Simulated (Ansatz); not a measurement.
# Sc on Al(111): change of the work function, part 5 of 5

Wanted: Δφ(θ) for Sc/Al(111), starting from the top site.

Ansatz 0.2.0; plane-wave DFT, LDA, Ansatz PAW.

So far, work function, upper face (eV): step 2 (the clean slab) 4.16; step 5 (the covered slab, k-mesh 6×6×1, coverage 0.25 ML) 2.94; step 7 (the covered slab, atoms frozen) 2.94; step 8 (the substrate alone) 4.27; step 9 (the adsorbate layer alone) 3.70.

## 11. A changed input

This step: plane-wave DFT, LDA, Ansatz PAW (Ansatz 0.2.0).

System of this step: Sc/Al(111). The cell holds 17 atoms: 16 Al and 1 Sc. Cell: a = 5.728 Å, b = 5.728 Å, c = 27.889 Å, α = 90.0°, β = 90.0°, γ = 60.0°. Vacuum lies along c.

An input spoilt on purpose, to show how the run answers: it repeats the earlier run at 0.25 ML with scf.occupations from method: fermi_dirac, width: 0.1 to method: fermi_dirac, width: 1.0, and scf.max_iter set to 100; its output block differs too.

Contents of input.yaml:

```yaml
crystal:
  lattice:
    - [5.7275649276, 0.0, 0.0]
    - [2.8637824638, 4.9602167292, 0.0]
    - [0.0, 0.0, 27.8889911689]
  atoms:
    - { symbol: Al, position: [0.0, 0.0, 0.3227079798] }
    - { symbol: Al, position: [0.1666666667, 0.1666666667, 0.4065499724] }
    - { symbol: Al, position: [0.3333333333, 0.3333333333, 0.4863217039] }
    - { symbol: Al, position: [0.0, 0.0, 0.567732661] }
    - { symbol: Al, position: [0.0, 0.5, 0.3227079798] }
    - { symbol: Al, position: [0.1666666667, 0.6666666667, 0.4065499724] }
    - { symbol: Al, position: [0.3333333333, 0.8333333333, 0.4863217039] }
    - { symbol: Al, position: [0.0, 0.5, 0.567732661] }
    - { symbol: Al, position: [0.5, 0.0, 0.3227079798] }
    - { symbol: Al, position: [0.6666666667, 0.1666666667, 0.4065499724] }
    - { symbol: Al, position: [0.8333333333, 0.3333333333, 0.4863217039] }
    - { symbol: Al, position: [0.5, 0.0, 0.567732661] }
    - { symbol: Al, position: [0.5, 0.5, 0.3227079798] }
    - { symbol: Al, position: [0.6666666667, 0.6666666667, 0.4065499724] }
    - { symbol: Al, position: [0.8333333333, 0.8333333333, 0.4863217039] }
    - { symbol: Al, position: [0.5, 0.5, 0.567732661] }
    - { symbol: Sc, position: [0.0, 0.0, 0.6772920202] }
kpoints:
  mp_grid: { grid: [6, 6, 1] }
hamiltonian:
  xc: lda
scf:
  occupations: { method: fermi_dirac, width: 1.0 }
  convergence: { dr2_threshold: 1.0e-08 }
  max_iter: 100
efield:
  axis: 3
  dipole_correction: true
  ramp_position: 0.97
  ramp_width: 0.06
relax:
  f_tol: 0.02
  max_steps: 60
  constraints: [{ sites: [0, 1, 4, 5, 8, 9, 12, 13] }]
output:
  bader: true
  dos: { projected: true, e_range: [-8, 4] }
  write_potential: true
  write_density: true
  volumetric_format: npy
```

Launch:

```bash
$ ansatz run input.yaml --threads 4 --pin off --max-ram 6144MiB --backend cpu --events-out ev --progress --plain --runs-dir out
```

Output:

```text
[...]
band count auto-derived: 113 (N_el = 59.0; filled up to band 30; 47 by the electrons, moments and atoms)
[...]
Crystal: 17 atoms, lattice volume = 792.325 Å³
Basis set: ecut = 420 eV, 15549 PW (Γ)
Bands: 113, of which v1, the nominal top of the filled ones, is band 30 counted from 1 (29 counted from 0)
Symmetry: 6 space group operations
[...]
k-points: 7 of 36 (time reversal used)
[...]
SCF iter   1: F=—  HF=-10306.928011 eV  |F-HF|=—  |Δ(HF+E_count)|=         —  Δρ=3.50e-2  dr2=9.60e1  ethr=1.77e-3  p=0.261 e·Å  D=5.97e-2 V/Å  ΔV_dip=-1.67 eV  dr2_dipole=4.34e1  V_vac-E_F(+/−)=3.02/4.68 eV  ⟨swp⟩=12.1  Hψ=6219  notcnv=0
[...]
SCF iter  10: F=-10304.615583 eV  HF=-10304.615583 eV  |F-HF|=1.10e-9  |Δ(HF+E_count)|=   2.72e-6  Δρ=3.55e-7  dr2=1.48e-9  ethr=1.69e-11  p=0.050 e·Å  D=1.15e-2 V/Å  ΔV_dip=-0.32 eV  dr2_dipole=4.06e-10  V_vac-E_F(+/−)=4.91/5.23 eV  ⟨swp⟩=21.3  Hψ=8556  notcnv=0
WARN: efield: at this solve's end the planar-averaged density reaches 1.31e-4 e/Å³ inside the ramp window [0.9341, 0.0659] (bound 1e-5 e/Å³); the window's nearer edge stands 7.16 Å from this solve's nearest atom along the axis. Its work functions, free energy, forces, stress, dipole, levels and responses can be off, and this figure does not tell by how much. The cell may have no vacuum along `efield.axis`. A short vacuum, a low `basis.ecutwfc` or `basis.ecutrho_ratio` and negative occupations (`scf.occupations.method`) can put density there. See the manual's quickstart, § The vacuum guard
SCF 1 converged in 10 iterations: F = -10304.615583 eV  dr2 = 1.48e-9
[...]
relax step   1: F+E_penalty+E_count = -10304.61558274 eV  Δ(F+E_penalty+E_count) = +0.000e0 eV  max|allowed force component| = 5.955e-1 eV/Å  Δτ_max = 0.0000 Å  (10 SCF iters, accepted)
[...]
SCF iter   7: F=-10304.849611 eV  HF=-10304.849611 eV  |F-HF|=1.16e-9  |Δ(HF+E_count)|=   1.07e-7  Δρ=9.57e-7  dr2=9.27e-9  ethr=1.69e-11  p=0.049 e·Å  D=1.13e-2 V/Å  ΔV_dip=-0.31 eV  dr2_dipole=3.73e-11  V_vac-E_F(+/−)=4.91/5.23 eV  ⟨swp⟩=12.0  Hψ=7517  notcnv=0
[...]
SCF 2 converged in 7 iterations: F = -10304.849611 eV  dr2 = 9.27e-9
relax step   2: F+E_penalty+E_count = -10304.84961132 eV  Δ(F+E_penalty+E_count) = -2.340e-1 eV  max|allowed force component| = 5.972e-1 eV/Å  Δτ_max = 0.1946 Å  (7 SCF iters, accepted)
[...]
SCF iter   8: F=-10304.982536 eV  HF=-10304.982536 eV  |F-HF|=1.78e-9  |Δ(HF+E_count)|=   1.65e-8  Δρ=4.07e-7  dr2=3.42e-9  ethr=1.92e-12  p=0.047 e·Å  D=1.07e-2 V/Å  ΔV_dip=-0.30 eV  dr2_dipole=3.75e-10  V_vac-E_F(+/−)=4.93/5.23 eV  ⟨swp⟩=11.3  Hψ=6250  notcnv=0
[...]
SCF 3 converged in 8 iterations: F = -10304.982536 eV  dr2 = 3.42e-9
relax step   3: F+E_penalty+E_count = -10304.98253616 eV  Δ(F+E_penalty+E_count) = -1.329e-1 eV  max|allowed force component| = 2.204e-1 eV/Å  Δτ_max = 0.1949 Å  (8 SCF iters, accepted)
[...]
relax step   4: F+E_penalty+E_count = -10305.06816913 eV  Δ(F+E_penalty+E_count) = -8.563e-2 eV  max|allowed force component| = 1.506e-1 eV/Å  Δτ_max = 0.1936 Å  (8 SCF iters, accepted)
[...]
relax step   5: F+E_penalty+E_count = -10305.09912385 eV  Δ(F+E_penalty+E_count) = -3.095e-2 eV  max|allowed force component| = 6.221e-2 eV/Å  Δτ_max = 0.1689 Å  (8 SCF iters, accepted)
[...]
relax step   6: F+E_penalty+E_count = -10305.10146723 eV  Δ(F+E_penalty+E_count) = -2.343e-3 eV  max|allowed force component| = 2.359e-2 eV/Å  Δτ_max = 0.0327 Å  (7 SCF iters, accepted)
SCF iter   1: F=—  HF=-10305.101488 eV  |F-HF|=—  |Δ(HF+E_count)|=         —  Δρ=8.36e-5  dr2=6.65e-4  ethr=2.04e-6  p=0.041 e·Å  D=9.47e-3 V/Å  ΔV_dip=-0.26 eV  dr2_dipole=1.70e-4  V_vac-E_F(+/−)=4.96/5.23 eV  ⟨swp⟩=2.0  Hψ=1614  notcnv=0
[...]
SCF iter   5: F=-10305.101524 eV  HF=-10305.101524 eV  |F-HF|=1.48e-9  |Δ(HF+E_count)|=   9.44e-9  Δρ=6.21e-7  dr2=3.93e-9  ethr=1.69e-11  p=0.041 e·Å  D=9.46e-3 V/Å  ΔV_dip=-0.26 eV  dr2_dipole=9.22e-11  V_vac-E_F(+/−)=4.96/5.23 eV  ⟨swp⟩=7.0  Hψ=5779  notcnv=0
[...]
SCF 7 converged in 5 iterations: F = -10305.101524 eV  dr2 = 3.93e-9
relax step   7: F+E_penalty+E_count = -10305.10152428 eV  Δ(F+E_penalty+E_count) = -5.705e-5 eV  max|allowed force component| = 3.796e-3 eV/Å  Δτ_max = 0.0043 Å  (5 SCF iters, accepted)
[...]
SCF converged after 5 iterations
Free energy (F): -10305.101524 eV
[...]
Internal energy: -10275.961362 eV  (E = F + TS)
E sigma→0 (E₀):  -10290.531443 eV
Entropy (-TS):   -29.140162 eV (-1714.127 meV/atom)
Fermi energy:    -0.141907 eV
Dipole field:    D = 0.009465 V/Å  (p = 0.041444 e·Å, saw-weighted, corrected)
Work function:   Φ+ = 4.9617 eV (in doubt: plateau slope 3.8e-2 eV/Å)   Φ− = 5.2307 eV (in doubt: plateau slope 2.9e-2 eV/Å)
[...]
Vacuum region:   at the solve's end the planar-averaged density reaches 1.21e-4 e/Å³ inside the ramp window [0.9341, 0.0659] (bound 1e-5 e/Å³)
[...]
--- Forces (eV/Å), atoms counted from 1 ---
  atom   1  Al    -0.00000000    -0.00000000    -0.06655674
  atom   2  Al     0.06667625     0.03849555     0.15403584
  atom   3  Al     0.00000000     0.00000000     0.00089690
  atom   4  Al    -0.00000000     0.00000000    -0.00379617
  atom   5  Al    -0.00561794     0.00324352    -0.08999232
  atom   6  Al     0.00000000    -0.07699110     0.15403584
  atom   7  Al     0.00020767    -0.00011990     0.00030937
  atom   8  Al    -0.00005599     0.00003233     0.00009331
  atom   9  Al    -0.00000000    -0.00648704    -0.08999232
  atom  10  Al    -0.06667625     0.03849555     0.15403584
  atom  11  Al    -0.00000000     0.00023979     0.00030937
  atom  12  Al    -0.00000000    -0.00006465     0.00009331
  atom  13  Al     0.00561794     0.00324352    -0.08999232
  atom  14  Al    -0.00000000    -0.00000000    -0.12640987
  atom  15  Al    -0.00020767    -0.00011990     0.00030937
  atom  16  Al     0.00005599     0.00003233     0.00009331
  atom  17  Sc    -0.00000000     0.00000000     0.00174781
  max |Σ_I F_I| component: 7.79e-4 eV/Å
--- Band table (eV; the first three rows and the last of 7) ---
  k-point 0: bands = [... 26 lower, -2.0536, -1.3164, -0.5778, -0.5013, -0.5013, -0.3323, -0.3323, -0.2395, ... 79 higher]
  k-point 1: bands = [... 26 lower, -1.3470, -1.1387, -1.0132, -0.9669, -0.3237, 0.2178, 0.4675, 0.5224, ... 79 higher]
  k-point 2: bands = [... 26 lower, -0.6369, -0.3369, 0.0756, 0.1022, 0.5226, 0.6029, 0.6806, 1.0061, ... 79 higher]
  k-point 6: bands = [... 26 lower, -0.6447, -0.0929, 0.5228, 0.5545, 0.6287, 1.1369, 1.1722, 1.3543, ... 79 higher]
--- Relaxed structure (7 steps of the walk, 7 accepted, 0 SCFs on fresh bases) ---
  F+E_penalty+E_count = -10305.10152428 eV   max|allowed force component| = 3.796e-3 eV/Å
  atoms:
    - { symbol: Al, position: [0.0, 0.0, 0.322708] }
    - { symbol: Al, position: [0.166667, 0.166667, 0.4065499724] }
    - { symbol: Al, position: [0.333333, 0.333333, 0.498673] }
    - { symbol: Al, position: [-1.849779e-18, 0, 0.562600] }
    - { symbol: Al, position: [0.0, 0.5, 0.322708] }
    - { symbol: Al, position: [0.166667, 0.666667, 0.4065499724] }
    - { symbol: Al, position: [0.344026, 0.827987, 0.489595] }
    - { symbol: Al, position: [-0.00140228, 0.500701, 0.588220] }
    - { symbol: Al, position: [0.5, 0.0, 0.322708] }
    - { symbol: Al, position: [0.666667, 0.166667, 0.4065499724] }
    - { symbol: Al, position: [0.827987, 0.344026, 0.489595] }
    - { symbol: Al, position: [0.500701, -0.00140228, 0.588220] }
    - { symbol: Al, position: [0.5, 0.5, 0.322708] }
    - { symbol: Al, position: [0.666667, 0.666667, 0.4065499724] }
    - { symbol: Al, position: [0.827987, 0.827987, 0.489595] }
    - { symbol: Al, position: [0.500701, 0.500701, 0.588220] }
    - { symbol: Sc, position: [-6.859925e-18, 0, 0.658258] }
--- Bader charges: 17 sites ---
  site symbol  charge [e]  shift [e]
     0     Al      0.0146     0.0000
     1     Al     -0.0175     0.0000
     2     Al      0.0178     0.0000
     3     Al     -0.3106     0.0004
     4     Al      0.0147     0.0000
     5     Al     -0.0175     0.0000
     6     Al     -0.0025     0.0000
     7     Al     -0.1113     0.0000
     8     Al      0.0147     0.0000
     9     Al     -0.0175     0.0000
    10     Al     -0.0025     0.0000
    11     Al     -0.1113     0.0000
    12     Al      0.0147     0.0000
    13     Al      0.0016     0.0000
    14     Al     -0.0025     0.0000
    15     Al     -0.1113     0.0000
    16     Sc      0.6265     0.0003
  estimated error of the sums over rays = 4.7e-4 e
```

The job ended after 1.8 min (4 threads of Arm Neoverse V2, shared host; peak memory 2.1 GiB; 7.2 min of CPU time).

```
                      quantity  this run  earlier run  difference
work function, upper face (eV)     4.962        2.938         2.0
work function, lower face (eV)     5.231        4.187         1.0
 dipole along the normal (e·Å)   0.04144       0.1960       -0.15
```

What moves beyond 0.01 in its unit (for the dipole 0.5 % and 5e-5 e·Å): work function, upper face (+2.02 eV), dipole along the normal (-0.155 e·Å) and work function, lower face (+1.04 eV).

With this change the program also warns of density in the ramp of the sawtooth; these numbers are not the system's.

## 12. A changed input: efield.amplitude = 0.05

System of this step: Al(111). The cell holds 4 atoms: 4 Al. Its edges and angles: a = 2.864 Å, b = 2.864 Å, c = 25.015 Å, α = 90.0°, β = 90.0°, γ = 60.0°. Vacuum lies along c.

Another changed input: it repeats the earlier run at 0 ML with efield.amplitude to 0.05.

Contents of input.yaml:

```yaml
crystal:
  lattice:
    - [2.8637824638, 0.0, 0.0]
    - [1.4318912319, 2.4801083646, 0.0]
    - [0.0, 0.0, 25.0148057707]
  atoms:
    - { symbol: Al, position: [0.0, 0.0, 0.3597869231] }
    - { symbol: Al, position: [0.3333333333, 0.3333333333, 0.4532623077] }
    - { symbol: Al, position: [0.6666666667, 0.6666666667, 0.5467376923] }
    - { symbol: Al, position: [0.0, 0.0, 0.6402130769] }
kpoints:
  mp_grid: { grid: [12, 12, 1] }
hamiltonian:
  xc: lda
scf:
  occupations: { method: fermi_dirac, width: 0.1 }
  convergence: { dr2_threshold: 1.0e-08 }
efield:
  axis: 3
  dipole_correction: true
  ramp_position: 0.97
  ramp_width: 0.06
  amplitude: 0.05
relax:
  f_tol: 0.02
  max_steps: 60
  constraints: [{ sites: [0, 1] }]
output:
  write_potential: true
  write_density: true
  volumetric_format: npy
```

Output:

```text
[...]
Crystal: 4 atoms, lattice volume = 177.667 Å³
Basis set: ecut = 420 eV, 3467 PW (Γ)
Bands: 10, of which v1, the nominal top of the filled ones, is band 6 counted from 1 (5 counted from 0)
Symmetry: 6 space group operations
k-points: 19 of 144 (time reversal used)
[...]
SCF iter   1: F=—  HF=-2051.296621 eV  |F-HF|=—  |Δ(HF+E_count)|=         —  Δρ=1.67e-2  dr2=4.59e0  ethr=3.10e-3  p=0.020 e·Å  D=2.06e-2 V/Å  ΔV_dip=-0.52 eV  dr2_dipole=4.42e-7  V_vac-E_F(+/−)=6.96/6.33 eV  ⟨swp⟩=9.2  Hψ=1846  notcnv=0
[...]
SCF iter   8: F=-2050.601200 eV  HF=-2050.601200 eV  |F-HF|=6.85e-10  |Δ(HF+E_count)|=   4.44e-8  Δρ=5.10e-7  dr2=9.92e-10  ethr=8.33e-11  p=0.021 e·Å  D=2.10e-2 V/Å  ΔV_dip=-0.53 eV  dr2_dipole=6.79e-12  V_vac-E_F(+/−)=4.51/3.90 eV  ⟨swp⟩=10.4  Hψ=1395  notcnv=0
SCF 1 converged in 8 iterations: F = -2050.601200 eV  dr2 = 9.92e-10
[...]
relax step   1: F+E_penalty+E_count = -2050.60120027 eV  Δ(F+E_penalty+E_count) = +0.000e0 eV  max|allowed force component| = 1.364e-1 eV/Å  Δτ_max = 0.0000 Å  (8 SCF iters, accepted)
[...]
SCF iter   8: F=-2050.622706 eV  HF=-2050.622706 eV  |F-HF|=2.05e-10  |Δ(HF+E_count)|=   2.97e-9  Δρ=2.62e-7  dr2=4.84e-10  ethr=8.33e-11  p=0.019 e·Å  D=1.98e-2 V/Å  ΔV_dip=-0.50 eV  dr2_dipole=1.77e-10  V_vac-E_F(+/−)=4.45/3.81 eV  ⟨swp⟩=9.1  Hψ=1241  notcnv=0
SCF 2 converged in 8 iterations: F = -2050.622706 eV  dr2 = 4.84e-10
[...]
relax step   2: F+E_penalty+E_count = -2050.62270598 eV  Δ(F+E_penalty+E_count) = -2.151e-2 eV  max|allowed force component| = 5.805e-2 eV/Å  Δτ_max = 0.1916 Å  (8 SCF iters, accepted)
SCF iter   1: F=—  HF=-2050.623288 eV  |F-HF|=—  |Δ(HF+E_count)|=         —  Δρ=3.46e-4  dr2=2.71e-3  ethr=1.15e-4  p=0.019 e·Å  D=1.98e-2 V/Å  ΔV_dip=-0.50 eV  dr2_dipole=3.96e-4  V_vac-E_F(+/−)=4.45/3.81 eV  ⟨swp⟩=2.1  Hψ=678  notcnv=0
[...]
SCF iter   6: F=-2050.623048 eV  HF=-2050.623048 eV  |F-HF|=1.02e-9  |Δ(HF+E_count)|=   9.20e-8  Δρ=6.79e-7  dr2=4.51e-9  ethr=8.33e-11  p=0.019 e·Å  D=1.98e-2 V/Å  ΔV_dip=-0.50 eV  dr2_dipole=7.86e-11  V_vac-E_F(+/−)=4.46/3.81 eV  ⟨swp⟩=8.3  Hψ=1449  notcnv=0
SCF 3 converged in 6 iterations: F = -2050.623048 eV  dr2 = 4.51e-9
relax step   3: F+E_penalty+E_count = -2050.62304750 eV  Δ(F+E_penalty+E_count) = -3.415e-4 eV  max|allowed force component| = 1.111e-2 eV/Å  Δτ_max = 0.0157 Å  (6 SCF iters, accepted)
[...]
SCF converged after 6 iterations
Free energy (F): -2050.623048 eV
[...]
Internal energy: -2050.562165 eV  (E = F + TS)
E sigma→0 (E₀):  -2050.592606 eV
Entropy (-TS):   -0.060882 eV (-15.221 meV/atom)
Fermi energy:    0.318360 eV
Dipole field:    D = 0.019779 V/Å  (p = 0.019420 e·Å, saw-weighted, corrected)
Work function:   not extracted (applied field tilts the vacuum); planar V_es + V_field profile in the machine report
[...]
--- Forces (eV/Å), atoms counted from 1 ---
  atom   1  Al    -0.00000000     0.00000000     0.17212261
  atom   2  Al    -0.00000000     0.00000000    -0.16707301
  atom   3  Al     0.00000000    -0.00000000    -0.01110813
  atom   4  Al    -0.00000000    -0.00000000     0.00592185
  max |Σ_I F_I| component: 1.37e-4 eV/Å
--- Band table (eV; the first three rows and the last of 19) ---
[...]
--- Relaxed structure (3 steps of the walk, 3 accepted, 0 SCFs on fresh bases) ---
  F+E_penalty+E_count = -2050.62304750 eV   max|allowed force component| = 1.111e-2 eV/Å
  atoms:
    - { symbol: Al, position: [0.0, 0.0, 0.3597869231] }
    - { symbol: Al, position: [0.333333, 0.333333, 0.453262] }
    - { symbol: Al, position: [0.666667, 0.666667, 0.542201] }
    - { symbol: Al, position: [0, 0, 0.632976] }
```

Elapsed: 2.4 s, on 4 threads; peak memory 0.34 GiB.

The steps of the relaxation:

| step | energy less that of the first step (eV) | largest force component (eV/Å) |
| --- | --- | --- |
| 1 | 0.0000 | 0.1364 |
| 2 | -0.0215 | 0.0580 |
| 3 | -0.0218 | 0.0111 |

The run keeps the 6 symmetry operations that the program found, so distortions that break them were not tested.

The atoms that moved most (Å):

| atom | dx | dy | dz | length |
| --- | --- | --- | --- | --- |
| Al4 | 0.000 | 0.000 | -0.181 | 0.181 |
| Al3 | 0.000 | 0.000 | -0.113 | 0.113 |

Final coordinates:

```xyz
4
Lattice="2.8638 0.0000 0.0000 1.4319 2.4801 0.0000 0.0000 0.0000 25.0148" Properties=species:S:1:pos:R:3
Al    0.0000    0.0000    9.0000
Al    1.4319    0.8267   11.3383
Al    2.8638    1.6534   13.5631
Al    0.0000    0.0000   15.8338
```

Numbers from this step:

```yaml
energy_at_zero_smearing: -2050.5926 eV
dipole_along_the_normal: 0.01942 e·Å
```

| quantity | this run | earlier run | difference |
| --- | --- | --- | --- |
| dipole along the normal (e·Å) | 0.01942 | -8.09e-4 | 0.020 |

The applied field differs between the two, so the dipoles differ in any case.

## 13. What came out

```
work function of the clean face                                                           : 4.16 eV
work function at 0.062 ML                                                                 : 3.62 eV
work function at 0.11 ML                                                                  : 3.31 eV
work function at 0.25 ML                                                                  : 2.94 eV
dipole per adsorbate at 0.062 ML, positive end outwards                                   : 1.69 D
step of the potential from the moved charge at 0.25 ML, upper less lower side, atoms held : -1.30 eV
```

In words: Sc lowers the work function of Al(111) at the lowest coverage, by 0.54 eV: the adsorbate layer has its positive end outwards. The dipole per adsorbate falls from 1.69 to 0.96 D as the layer fills. Neighbouring dipoles depolarise each other, and heights and bonding change with coverage too. The slab has 4 layers, at the tabulated experimental lattice constant, one starting site was run, and quantum-size effects of a slab this thin can reach one or two tenths of an eV. The main runs have no spin polarisation; a magnetic state could lie lower and would change these results.

[Long decimals in the printed logs are rounded to 6 places.]

[Logs are printed without paths, hosts, clocks, repeated set-up lines and the standing remarks that a program may print on its own settings, such as how far it seeks lower states.]

[Hosts, paths, dates, database ids (printed as entryN), source tags and the programs' standing remarks are cut or masked in the printed files.]

[Maps of the electrostatic potential energy from Ansatz leave out the sawtooth potential of an applied field or a dipole correction, so their vacuum need not be flat; planar profiles and work functions include it.]
